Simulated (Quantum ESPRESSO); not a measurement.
Consider Be (Beryllium, P6_3/mmc).

```
Be
1.0
     2.28530    0.00000    0.00000
    -1.14265    1.97913    0.00000
     0.00000    0.00000    3.58420
Be
2
Direct
  0.66667 0.33333 0.75000
  0.33333 0.66667 0.25000
```

Absorber: atom 1, with 6 Be at 2.23 Å and 6 Be at 2.29 Å (anticuboctahedral, as in hcp, site symmetry -6m2). Method: Quantum ESPRESSO XSpectra, LDA, excited-electron core hole (neutral cell), 16-atom cell with 5.3 Å between holes, 7×7×7 k points, dipole transitions, Lorentzian half width 0.3 eV up to 4 eV, rising linearly to 2.5 eV at 25 eV.

Question: What does the Be K edge look like?

Main maxima up to 24 eV above the zero (height): 0.9 eV (1.04), 2.1 eV (0.95), 3.2 eV (1.05), 4.8 eV (1.35), 7.9 eV (1.29) and 12.3 eV (1.42). A K edge sees empty p states on the absorber. The total-energy difference is 114.59 eV. One term is added: -4.44 eV, since the hole is spin-paired here and a spin-polarised one costs that much less in the free atom (computed apart). The photon energy is then 110.16 eV. The tabulated edge of the element is 111.5 eV. The functional leaves an error in such absolute values: in the free atom LDA prices this hole 1.6 eV below PBE (computed apart), and PBE is itself good to a few eV.

The Be K spectrum (energy from the energy zero of the input (xe0, at the border of filled and empty states); intensity scaled to a mean of 1 over the first 20 eV; the points at xe0, where the cut of filled states can leave a spike, are interpolated; polarised curves are means over the symmetry-equivalent atoms):

| E (eV) | isotropic | ε ⊥ c | ε ∥ c |
| --- | --- | --- | --- |
| -2.0 | 0.04 | 0.04 | 0.05 |
| -1.0 | 0.09 | 0.08 | 0.09 |
| 0.0 | 0.44 | 0.41 | 0.48 |
| 1.0 | 1.04 | 0.91 | 1.29 |
| 2.0 | 0.94 | 0.91 | 1.00 |
| 3.0 | 1.01 | 1.03 | 0.96 |
| 4.0 | 1.02 | 1.08 | 0.89 |
| 5.0 | 1.33 | 1.44 | 1.11 |
| 6.0 | 1.24 | 1.36 | 1.01 |
| 7.0 | 1.23 | 1.30 | 1.10 |
| 8.0 | 1.29 | 1.33 | 1.20 |
| 9.0 | 1.28 | 1.30 | 1.23 |
| 10.0 | 1.24 | 1.23 | 1.25 |
| 11.0 | 1.27 | 1.20 | 1.42 |
| 12.0 | 1.40 | 1.28 | 1.65 |
| 13.0 | 1.32 | 1.23 | 1.50 |
| 14.0 | 1.06 | 1.01 | 1.15 |
| 15.0 | 0.81 | 0.80 | 0.83 |
| 16.0 | 0.65 | 0.65 | 0.63 |
| 17.0 | 0.55 | 0.55 | 0.54 |
| 18.0 | 0.47 | 0.47 | 0.49 |
| 19.0 | 0.44 | 0.43 | 0.47 |
| 20.0 | 0.45 | 0.45 | 0.47 |
| 21.0 | 0.48 | 0.48 | 0.47 |
| 22.0 | 0.49 | 0.50 | 0.45 |
| 23.0 | 0.48 | 0.50 | 0.43 |
| 24.0 | 0.47 | 0.50 | 0.42 |
| 25.0 | 0.48 | 0.50 | 0.43 |
| 26.0 | 0.49 | 0.51 | 0.46 |
| 27.0 | 0.52 | 0.52 | 0.50 |
| 28.0 | 0.53 | 0.53 | 0.54 |
| 29.0 | 0.54 | 0.53 | 0.56 |
| 30.0 | 0.55 | 0.54 | 0.56 |
| 31.0 | 0.55 | 0.55 | 0.57 |
| 32.0 | 0.57 | 0.56 | 0.58 |

The holes are only 5.3 Å apart, so the shape is probably not converged with cell size; no larger cell was run here. The structure is a published determination, not relaxed.

[Banner, clock and machine lines of the logs are left out without a mark of their own.]

[Logs are printed without paths, hosts, clocks, repeated set-up lines and the standing remarks that a program may print on its own settings, such as how far it seeks lower states.]

[Hosts, paths, dates, database ids (printed as entryN), source tags and the programs' standing remarks are cut or masked in the printed files.]

[Lists of maxima count a maximum above −3 eV only where it reaches 4 % of the highest in the window and stands out from its surroundings by 2 % of it (1.5 % where it reaches 55 %); shoulders and weaker maxima are passed over, and of the rest the first, up to two pre-edge ones and the few strongest are named.]
